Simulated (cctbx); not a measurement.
**What is wrong with this refinement?**

Cell a = 6.3200 Å, b = 6.3200 Å, c = 17.6000 Å, α = 90.00°, β = 90.00°, γ = 120.00°; space group R-3 (no. 148).

The data are simulated with cctbx, not measured: Mo Kα, λ = 0.71073 Å, to d = 0.65 Å, 80 % of the full sphere, strongest reflection 20000 counts, noise from counting, a 2 % proportional error and a noise floor of 4 counts (s.d.); no absorption.

An isotropic refinement with weights 1/σ² prints:

```text
Rint 0.021, 524 unique reflections to 0.65 A
cycle     R1     wR2    GooF  max shift (A)
   1  0.3899  0.7062  40.846   0.30586
   3  0.0089  0.0219   1.267   0.00000
final R1 0.0089 wR2 0.0219 GooF 1.267  parameters 6  data/parameter 87.3
atom        x        y        z      Ueq    occ   su(xyz)  su(Uiso or U11)
Ir1    0.00000  0.00000  0.00000   0.0095  1.000  0.00000  0.0000
Zn1    0.33333  0.66667  0.16667   0.0088  1.000  0.00000  0.0001
Cl1    0.64589  0.01418  0.25944   0.0118  1.000  0.00006  0.0001
difference map: max 0.95 min -1.71 rms 0.10
Q1    0.0000  0.0000  0.0254    6    0.95  0.45 A from Ir1
Q2    0.0000  0.0000  0.5000    3    0.93  0.00 A from Zn1
Q3    0.0359  0.3077  0.0970   18    0.49  0.43 A from Cl1
Q4    0.0000  0.0000  0.4482    6    0.46  0.91 A from Zn1
Q5    0.9985  0.3398  0.0559   18    0.43  0.39 A from Cl1
Q6    0.9949  0.3711  0.0056   18    0.26  1.28 A from Cl1
```

Q: Accept it or mend it, and why?

It can stand. The set-up had a fault (start far from the minimum), but the refinement still reached the right minimum: R1 = 0.0089, wR2 = 0.0219, GooF = 1.27 against R1 = 0.0089, wR2 = 0.0219, GooF = 1.27 for the right model.

The compound is ZnIrCl6. The right model at the same level gives:

```text
Rint 0.021, 524 unique reflections to 0.65 A
cycle     R1     wR2    GooF  max shift (A)
   1  0.1340  0.2947  17.044   0.06073
   2  0.0089  0.0219   1.267   0.00000
final R1 0.0089 wR2 0.0219 GooF 1.267  parameters 6  data/parameter 87.3
atom        x        y        z      Ueq    occ   su(xyz)  su(Uiso or U11)
Ir1    0.00000  0.00000  0.00000   0.0095  1.000  0.00000  0.0000
Zn1    0.33333  0.66667  0.16667   0.0088  1.000  0.00000  0.0001
Cl1    0.64589  0.01418  0.25944   0.0118  1.000  0.00006  0.0001
difference map: max 0.95 min -1.71 rms 0.10
Q1    0.0000  0.0000  0.0254    6    0.95  0.45 A from Ir1
Q2    0.0000  0.0000  0.5000    3    0.93  0.00 A from Zn1
Q3    0.0359  0.3077  0.0970   18    0.49  0.43 A from Cl1
Q4    0.0000  0.0000  0.4482    6    0.46  0.91 A from Zn1
Q5    0.9985  0.3398  0.0559   18    0.43  0.39 A from Cl1
Q6    0.9949  0.3711  0.0056   18    0.26  1.28 A from Cl1
```

The model was made for the exercise: a known structure type with other elements put in, its volume estimated, not relaxed; displacement parameters are assumed.

[Middle refinement cycles are left out of these outputs.]

[Logs are printed without paths, hosts, clocks, repeated set-up lines and the standing remarks that a program may print on its own settings, such as how far it seeks lower states.]
